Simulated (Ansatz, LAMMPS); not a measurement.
# Which site? a vacancy of O in amorphous 14HfO2-86SiO2 (mol %) (84 atoms)

At which site of amorphous 14HfO2-86SiO2 (mol %) (84 atoms) does a vacancy of O cost least, and what about the site decides it?

Method: Kohn-Sham DFT, PBE, PAW (set soft_2), plane waves, in Ansatz 0.2.0.

## Step 1: The structure

The cell holds 84 atoms: 4 Hf, 24 Si and 56 O. Cell: a = 10.780 Å, b = 10.780 Å, c = 10.780 Å, α = 90.0°, β = 90.0°, γ = 90.0°. 84 atoms (4 Zr, 24 Si, 56 O) placed at random at 2.56 g/cm³, melted at 5000 K for 10 ps at fixed volume with the Morse and Coulomb pair potential with partial charges (Pedone, Malavasi, Menziani, Cormack and Segre, J. Phys. Chem. B 110, 11780 (2006)). Quenched from 5000 K to 300 K at 50 K/ps and fixed volume, held 5 ps, then minimised at fixed cell. Then Zr was replaced by Hf (the potential has no terms for the new elements, so the cell is a start for a DFT relaxation).

What the set-up can't give: The quench rate of 50 K/ps far exceeds what a furnace or splat quench reaches, so expect more defects and frozen-in strain than in a real sample. The network of bonds at the start is that of the classical potential that made the cell, and needn't be the one that DFT or experiment would give. Only the Γ point is sampled, in a cell whose shortest periodic width is 11 Å. No spin–orbit coupling is included, so levels derived from the heavy atoms are approximate.

## Step 2: Single point at the start

The forces at the start show how far the geometry lies from a minimum of this functional.

The input, input.yaml:

```yaml
crystal:
  lattice:
    - [10.7805, 0.0, 0.0]
    - [0.0, 10.7805, 0.0]
    - [0.0, 0.0, 10.7805]
  atoms:
    - { symbol: Hf, position: [0.09816, 0.42686, 0.35422] }
    - { symbol: Hf, position: [0.17304, 0.05995, 0.95324] }
    - { symbol: Hf, position: [0.90132, 0.5116, 0.13396] }
    - { symbol: Hf, position: [0.89874, 0.99011, 0.99866] }
    - { symbol: Si, position: [0.10204, 0.5837, 0.616] }
    - { symbol: Si, position: [0.66926, 0.05369, 0.49317] }
    - { symbol: Si, position: [0.74664, 0.8583, 0.27734] }
    - { symbol: Si, position: [0.48248, 0.09507, 0.19241] }
    - { symbol: Si, position: [0.33752, 0.74735, 0.54393] }
    - { symbol: Si, position: [0.45272, 0.45817, 0.77333] }
    - { symbol: Si, position: [0.46306, 0.30616, 0.02116] }
    - { symbol: Si, position: [0.40699, 0.90511, 0.79175] }
    - { symbol: Si, position: [0.374, 0.66847, 0.96039] }
    - { symbol: Si, position: [0.42615, 0.51783, 0.38713] }
    - { symbol: Si, position: [0.19866, 0.34232, 0.11005] }
    - { symbol: Si, position: [0.43822, 0.23336, 0.43952] }
    - { symbol: Si, position: [0.86951, 0.63252, 0.43152] }
    - { symbol: Si, position: [0.92405, 0.4645, 0.80742] }
    - { symbol: Si, position: [0.91814, 0.17964, 0.46968] }
    - { symbol: Si, position: [0.09055, 0.10791, 0.25766] }
    - { symbol: Si, position: [0.29037, 0.89731, 0.28572] }
    - { symbol: Si, position: [0.12669, 0.75097, 0.07463] }
    - { symbol: Si, position: [0.58978, 0.64009, 0.17023] }
    - { symbol: Si, position: [0.72441, 0.236, 0.11835] }
    - { symbol: Si, position: [0.23923, 0.32631, 0.61905] }
    - { symbol: Si, position: [0.69042, 0.89381, 0.74757] }
    - { symbol: Si, position: [0.69737, 0.59624, 0.66516] }
    - { symbol: Si, position: [0.00842, 0.19343, 0.73756] }
    - { symbol: O, position: [0.42687, 0.18538, 0.29973] }
    - { symbol: O, position: [0.9826, 0.10384, 0.35551] }
    - { symbol: O, position: [0.57347, 0.51542, 0.703] }
    - { symbol: O, position: [0.21218, 0.67921, 0.60011] }
    - { symbol: O, position: [0.91968, 0.47316, 0.94975] }
    - { symbol: O, position: [0.97698, 0.31206, 0.44687] }
    - { symbol: O, position: [0.51464, 0.56798, 0.28032] }
    - { symbol: O, position: [0.1546, 0.25178, 0.24884] }
    - { symbol: O, position: [0.72003, 0.57967, 0.13572] }
    - { symbol: O, position: [0.30694, 0.00983, 0.82843] }
    - { symbol: O, position: [0.01307, 0.09415, 0.8516] }
    - { symbol: O, position: [0.62856, 0.12809, 0.19268] }
    - { symbol: O, position: [0.53652, 0.13132, 0.49602] }
    - { symbol: O, position: [0.3148, 0.82875, 0.41594] }
    - { symbol: O, position: [0.60155, 0.31783, 0.07269] }
    - { symbol: O, position: [0.99106, 0.62928, 0.52621] }
    - { symbol: O, position: [0.69993, 0.97752, 0.61989] }
    - { symbol: O, position: [0.47324, 0.38076, 0.43357] }
    - { symbol: O, position: [0.82428, 0.32888, 0.17587] }
    - { symbol: O, position: [0.09158, 0.87905, 0.98824] }
    - { symbol: O, position: [0.96548, 0.137, 0.60738] }
    - { symbol: O, position: [0.8081, 0.53188, 0.7426] }
    - { symbol: O, position: [0.30455, 0.24298, 0.51329] }
    - { symbol: O, position: [0.15045, 0.24726, 0.70563] }
    - { symbol: O, position: [0.00546, 0.68079, 0.11004] }
    - { symbol: O, position: [0.21235, 0.81084, 0.18963] }
    - { symbol: O, position: [0.34463, 0.37531, 0.09215] }
    - { symbol: O, position: [0.93272, 0.53752, 0.32764] }
    - { symbol: O, position: [0.34732, 0.40033, 0.68541] }
    - { symbol: O, position: [0.4705, 0.3506, 0.88047] }
    - { symbol: O, position: [0.39391, 0.57025, 0.8514] }
    - { symbol: O, position: [0.75223, 0.59471, 0.52056] }
    - { symbol: O, position: [0.23239, 0.66529, 0.01044] }
    - { symbol: O, position: [0.38435, 0.80302, 0.89875] }
    - { symbol: O, position: [0.93478, 0.31923, 0.76543] }
    - { symbol: O, position: [0.28041, 0.49421, 0.34445] }
    - { symbol: O, position: [0.63229, 0.77566, 0.2231] }
    - { symbol: O, position: [0.82494, 0.91451, 0.16333] }
    - { symbol: O, position: [0.43025, 0.15652, 0.06043] }
    - { symbol: O, position: [0.41763, 0.62812, 0.49424] }
    - { symbol: O, position: [0.1982, 0.01574, 0.29793] }
    - { symbol: O, position: [0.77364, 0.15862, 0.47058] }
    - { symbol: O, position: [0.5526, 0.93359, 0.79682] }
    - { symbol: O, position: [0.48541, 0.65121, 0.05985] }
    - { symbol: O, position: [0.79437, 0.91624, 0.85148] }
    - { symbol: O, position: [0.79372, 0.1499, 0.0216] }
    - { symbol: O, position: [0.41283, 0.96381, 0.21868] }
    - { symbol: O, position: [0.15484, 0.44476, 0.55168] }
    - { symbol: O, position: [0.38516, 0.83619, 0.65456] }
    - { symbol: O, position: [0.83216, 0.75785, 0.36105] }
    - { symbol: O, position: [0.0473, 0.53684, 0.74332] }
    - { symbol: O, position: [0.68385, 0.74344, 0.70559] }
    - { symbol: O, position: [0.05189, 0.07201, 0.11607] }
    - { symbol: O, position: [0.6875, 0.95398, 0.38102] }
    - { symbol: O, position: [0.18101, 0.24646, 0.00175] }
    - { symbol: O, position: [0.0954, 0.43939, 0.1545] }
kpoints:
  mp_grid: { grid: [1, 1, 1] }
hamiltonian:
  xc: pbe
scf:
  occupations: { method: fermi_dirac, width: 0.025 }
output:
  forces: true
```

Launch:

```bash
$ ansatz run input.yaml --threads 4 --pin off --max-ram 8192MiB --backend cpu --events-out ev --progress --plain --runs-dir out
```

Numbers of over 12 decimals in the logs are rounded to 6 here.

What it wrote:

```text
Engine: ansatz 0.2.0, x86_64-unknown-linux-gnu
Pseudopotentials: kind: paw
Pseudopotential: Hf, paw, valence charge 26, recommended cutoff 420 eV (normal), Hf.paw.azcp
Pseudopotential: Si, paw, valence charge 4, recommended cutoff 420 eV (normal), Si.paw.azcp
Pseudopotential: O, paw, valence charge 6, recommended cutoff 420 eV (normal), O.paw.azcp
Functional definition: PBE
  parameter kappa = 0.804
  parameter beta = 0.066725
  exchange = pbe_x(kappa = kappa, mu = beta*pi^2/3)
  correlation = pbe_c(beta = beta)
Crystal: 84 atoms, lattice volume = 1252.901 Å³
Basis set: ecut = 420 eV, 24405 PW (Γ), exchange–correlation on 150×150×150 points (8 copies of the dense FFT grid, shifted against one another)
Bands: 352, of which v1, the nominal top of the filled ones, is band 268 counted from 1 (267 counted from 0)
Symmetry: 1 space group operations
Space group: P1 (ITA 1), of the structure as read, at distance tolerance 1.1e-4 Å
k-points: 1
Non-local potential: Hf, projectors of the file, l = 0: 3, l = 1: 2, l = 2: 2, l = 3: 3
Non-local potential: Si, projectors of the file, l = 0: 2, l = 1: 2, l = 2: 2
Non-local potential: O, projectors of the file, l = 0: 2, l = 1: 2, l = 2: 1
PAW form: soft (Blöchl's): semilocal exchange-correlation on the pseudo side does not see the compensation charge
PAW one-centre angular grid: Hf, 590 points (default); XC on 64 Gauss nodes
PAW one-centre angular grid: Si, 110 points (default); XC on 64 Gauss nodes
PAW one-centre angular grid: O, 110 points (default); XC on 64 Gauss nodes
Initial density: superposition of atomic densities (neutral atoms: chi_scale 0, normalization atom), corrected by the library's trained network
Initial wavefunctions: pseudopotential atomic-orbital guess
Functional: x = pbe(κ = 0.804, μ = 0.219515), c = pbe(β = 0.066725)
SCF iter   1: F=—  HF=-110011.356207 eV  |F-HF|=—  |Δ(HF+E_count)|=         —  Δρ=2.71e-3  dr2=8.61e-2  ethr=1.77e-3  ⟨swp⟩=5.0  Hψ=1402  notcnv=0  defer=70
preconditioner: auto → Resta (q_TF=auto, 2.368 Å⁻¹)  ε∞=3.3  [insulator: Δε(μ)=3.064 eV  Ē_g=15.494 eV  σ=0.025 eV  W_gap=1.00  n_scr=256 (ndim 8)  ℏωp=23.6 eV  f_vac=0.232  D(μ)=0.00/eV (n_scr^D=0)  ε∞_Penn≈3.3]
SCF iter   2: F=—  HF=-110011.372704 eV  |F-HF|=—  |Δ(HF+E_count)|=   1.65e-2  Δρ=1.37e-3  dr2=1.66e-2  ethr=1.61e-5  ⟨swp⟩=2.0  Hψ=610  notcnv=0  defer=80
SCF iter   3: F=—  HF=-110011.375188 eV  |F-HF|=—  |Δ(HF+E_count)|=   2.48e-3  Δρ=5.86e-4  dr2=4.84e-3  ethr=3.10e-6  ⟨swp⟩=2.0  Hψ=477  notcnv=0  defer=39
automatic band count: iteration 3 solves 311 bands in place of 352: the levels show a gap, and the empty bands left out lie too high to hold charge; the band table lists the bands solved (type scf.n_extra_bands for more)
SCF iter   4: F=—  HF=-110011.375741 eV  |F-HF|=—  |Δ(HF+E_count)|=   5.52e-4  Δρ=1.75e-4  dr2=4.68e-4  ethr=9.04e-7  ⟨swp⟩=2.0  Hψ=477  notcnv=0  defer=39
SCF iter   5: F=—  HF=-110011.375756 eV  |F-HF|=—  |Δ(HF+E_count)|=   1.52e-5  Δρ=8.91e-5  dr2=1.18e-4  ethr=8.72e-8  ⟨swp⟩=2.0  Hψ=474  notcnv=0  defer=39
SCF iter   6: F=—  HF=-110011.375785 eV  |F-HF|=—  |Δ(HF+E_count)|=   2.88e-5  Δρ=3.78e-5  dr2=2.08e-5  ethr=2.20e-8  ⟨swp⟩=2.0  Hψ=540  notcnv=0  defer=39
SCF iter   7: F=—  HF=-110011.374005 eV  |F-HF|=—  |Δ(HF+E_count)|=   1.78e-3  Δρ=1.43e-5  dr2=2.73e-6  ethr=3.88e-9  ⟨swp⟩=2.0  Hψ=538  notcnv=0  defer=39
SCF iter   8: F=—  HF=-110011.374006 eV  |F-HF|=—  |Δ(HF+E_count)|=   6.21e-7  Δρ=8.27e-6  dr2=8.76e-7  ethr=5.10e-10  ⟨swp⟩=2.0  Hψ=538  notcnv=0  defer=39
SCF iter   9: F=-110011.374006 eV  HF=-110011.374006 eV  |F-HF|=2.46e-8  |Δ(HF+E_count)|=   1.34e-7  Δρ=2.31e-6  dr2=8.45e-8  ethr=1.87e-11  ⟨swp⟩=3.0  Hψ=1239  notcnv=0
SCF 1 converged in 9 iterations: F = -110011.374006 eV  dr2 = 8.45e-8
  greatest PAW one-centre occupation: 0.999 electrons in one spin orbital (limit 2), on the Hf atom at site 2 (counted from 0), in its partial waves of l = 0
SCF converged after 9 iterations
Free energy (F): -110011.374006 eV
Harris-Foulkes:  -110011.374006 eV  (|F-HF|=2.46e-8)
Internal energy: -110011.374006 eV  (E = F + TS)
E sigma→0 (E₀):  -110011.374006 eV
Fermi energy:    4.564590 eV
--- Per-component energies (eV) ---
  E_band       = -3534.266754
  E_kinetic    = 12681.503531
  E_local      = -74411.553902  (includes V_loc(G=0)·N_el)
  E_nonlocal   = -1715.793381
  E_hartree    = 31896.973798
  E_xc         = -6668.953566
  E_vxc        = -7476.964432  (∫ρ·V_xc dr)
  E_paw        = -48912.286388  (= ΣΔE_a)
  E_vpaw       = 3594.476471  (= ΣTr[D̂ρ^β])
  E_aug_tail   = 0.143212  (compensation charges beyond the density's cutoff)
  E_ewald      = -22881.407311
  E_smearing   = -0.000000  (= −TS)
  E_closure    = 0.000000  (closes the sum)
  Σ components = -110011.374006   (vs F -110011.374006, Δ=0.00e0)
--- Forces (eV/Å), atoms counted from 1 ---
  atom   1  Hf     0.43719754    -0.95324705     0.64566416
  atom   2  Hf     0.74980017     0.70962551    -0.24122138
  atom   3  Hf    -2.17269489     0.25581853    -1.84050573
  atom   4  Hf    -3.36336802     0.10369464     1.74079751
  atom   5  Si    -0.32613983    -1.21631842    -1.15678718
  atom   6  Si    -0.06404746    -0.49400392    -0.10498834
  atom   7  Si    -0.36909496    -0.91246810     0.61979697
  atom   8  Si    -0.14570008     1.54329400    -0.10115355
  atom   9  Si    -0.34272600    -0.61889643    -0.66451697
  atom  10  Si     0.03234905     0.20186936     1.31656807
  atom  11  Si    -0.39403426    -1.47000040     1.30990642
  atom  12  Si     0.04644654    -1.81076590    -0.21368565
  atom  13  Si     0.35128253     0.60013367     0.21134458
  atom  14  Si    -1.65522687    -0.18755432     0.09204221
[...]
atom  83  O     -0.72690710    -2.17958936    -2.03531250
  atom  84  O     -0.78698498     1.55990624     0.19816014
  max |Σ_I F_I| component: 1.36e-4 eV/Å
```

The job ended after 51 s (4 threads of AMD EPYC (Zen 3), shared host; peak memory 1.6 GiB).

The column dr2 measures how far the density is from self-consistency, as an energy; F and HF (Harris–Foulkes) agree once it is small.

The r.m.s. force at the start is 0.90 eV/Å.

## Step 3: Relaxation

The atoms are relaxed in the fixed cell, aiming at the force tolerance of the input.

The input, input.yaml:

```yaml
crystal:
  lattice:
    - [10.7805, 0.0, 0.0]
    - [0.0, 10.7805, 0.0]
    - [0.0, 0.0, 10.7805]
  atoms:
    [... the 84 atom lines of step 2 ...]
kpoints:
  mp_grid: { grid: [1, 1, 1] }
hamiltonian:
  xc: pbe
scf:
  occupations: { method: fermi_dirac, width: 0.025 }
output:
  forces: true
relax:
  f_tol: 0.05
  max_steps: 150
```

What it wrote:

```text
[...]
Crystal: 84 atoms, lattice volume = 1252.901 Å³
Basis set: ecut = 420 eV, 24405 PW (Γ), exchange–correlation on 150×150×150 points (8 copies of the dense FFT grid, shifted against one another)
Bands: 352, of which v1, the nominal top of the filled ones, is band 268 counted from 1 (267 counted from 0)
Symmetry: 1 space group operations
[...]
k-points: 1
[...]
SCF iter   1: F=—  HF=-110011.356207 eV  |F-HF|=—  |Δ(HF+E_count)|=         —  Δρ=2.71e-3  dr2=8.61e-2  ethr=1.77e-3  ⟨swp⟩=5.0  Hψ=1402  notcnv=0  defer=70
[...]
SCF iter   5: F=—  HF=-110011.374004 eV  |F-HF|=—  |Δ(HF+E_count)|=   1.40e-5  Δρ=8.94e-5  dr2=1.18e-4  ethr=8.77e-8  ⟨swp⟩=2.0  Hψ=474  notcnv=0  defer=80
SCF iter   6: F=-110011.373996 eV  HF=-110011.374006 eV  |F-HF|=9.79e-6  |Δ(HF+E_count)|=   2.08e-6  Δρ=3.78e-5  dr2=2.08e-5  ethr=1.17e-8  ⟨swp⟩=2.0  Hψ=1097  notcnv=0
SCF 1 converged in 6 iterations: F = -110011.373996 eV  dr2 = 2.08e-5
[...]
relax step   1: F+E_penalty+E_count = -110011.37399582 eV  Δ(F+E_penalty+E_count) = +0.000e0 eV  max|allowed force component| = 3.363e0 eV/Å  Δτ_max = 0.0000 Å  (6 SCF iters, dr2 threshold 6.25e-5 eV, accepted)
[...]
relax step   2: F+E_penalty+E_count = -110013.22510173 eV  Δ(F+E_penalty+E_count) = -1.851e0 eV  max|allowed force component| = 1.820e0 eV/Å  Δτ_max = 0.1789 Å  (7 SCF iters, dr2 threshold 1.00e-4 eV, accepted)
[...]
relax step   3: F+E_penalty+E_count = -110014.13166118 eV  Δ(F+E_penalty+E_count) = -9.066e-1 eV  max|allowed force component| = 8.125e-1 eV/Å  Δτ_max = 0.1156 Å  (6 SCF iters, dr2 threshold 1.00e-4 eV, accepted)
relax step   4: F+E_penalty+E_count = -110014.77101942 eV  Δ(F+E_penalty+E_count) = -6.394e-1 eV  max|allowed force component| = 4.579e-1 eV/Å  Δτ_max = 0.2000 Å  (7 SCF iters, dr2 threshold 1.00e-4 eV, accepted)
relax step   5: F+E_penalty+E_count = -110014.87450814 eV  Δ(F+E_penalty+E_count) = -1.035e-1 eV  max|allowed force component| = 3.727e-1 eV/Å  Δτ_max = 0.2000 Å  (7 SCF iters, dr2 threshold 4.18e-5 eV, accepted)
relax step   6: F+E_penalty+E_count = -110014.91940523 eV  Δ(F+E_penalty+E_count) = -4.490e-2 eV  max|allowed force component| = 2.949e-1 eV/Å  Δτ_max = 0.1722 Å  (7 SCF iters, dr2 threshold 4.41e-5 eV, accepted)
relax step   7: F+E_penalty+E_count = -110014.95568040 eV  Δ(F+E_penalty+E_count) = -3.628e-2 eV  max|allowed force component| = 8.992e-2 eV/Å  Δτ_max = 0.1470 Å  (6 SCF iters, dr2 threshold 5.45e-5 eV, accepted)
[...]
relax step   8: F+E_penalty+E_count = -110014.96291904 eV  Δ(F+E_penalty+E_count) = -7.239e-3 eV  max|allowed force component| = 3.304e-2 eV/Å  Δτ_max = 0.0630 Å  (9 SCF iters, accepted)
SCF converged after 9 iterations
Free energy (F): -110014.962919 eV
[...]
Internal energy: -110014.962919 eV  (E = F + TS)
E sigma→0 (E₀):  -110014.962919 eV
Fermi energy:    4.803680 eV
[...]
Σ components = -110014.962919   (vs F -110014.962919, Δ=0.00e0)
--- Forces (eV/Å), atoms counted from 1 ---
  atom   1  Hf     0.00289094     0.00915422     0.00635498
  atom   2  Hf    -0.02339605     0.00447753    -0.00771572
  atom   3  Hf     0.00125265     0.02095837    -0.01037138
  atom   4  Hf     0.01761565    -0.00841797     0.00401050
[...]
atom  84  O      0.00633894    -0.00579141    -0.01411976
  max |Σ_I F_I| component: 6.52e-5 eV/Å
--- Relaxed structure (8 steps of the walk, 8 accepted, 0 SCFs on fresh bases) ---
  F+E_penalty+E_count = -110014.96291904 eV   max|allowed force component| = 3.304e-2 eV/Å
  atoms:
    - { symbol: Hf, position: [0.099338, 0.421089, 0.338013] }
    - { symbol: Hf, position: [0.162952, 0.041833, 0.929013] }
    - { symbol: Hf, position: [0.891818, 0.520805, 0.123559] }
    - { symbol: Hf, position: [0.854082, 0.996306, 1.020973] }
[...]
- { symbol: O, position: [0.094829, 0.430709, 0.144278] }
```

Elapsed: 7.4 min, on 4 threads; peak memory 1.5 GiB.

The relaxation converged after 8 steps, 3.59 eV below its start, with a largest force component of 0.033 eV/Å.

(Part 1 of 4 ends here.)

[Logs are printed without paths, hosts, clocks, repeated set-up lines and the standing remarks that a program may print on its own settings, such as how far it seeks lower states.]

[Hosts, paths, dates, database ids (printed as entryN), source tags and the programs' standing remarks are cut or masked in the printed files.]
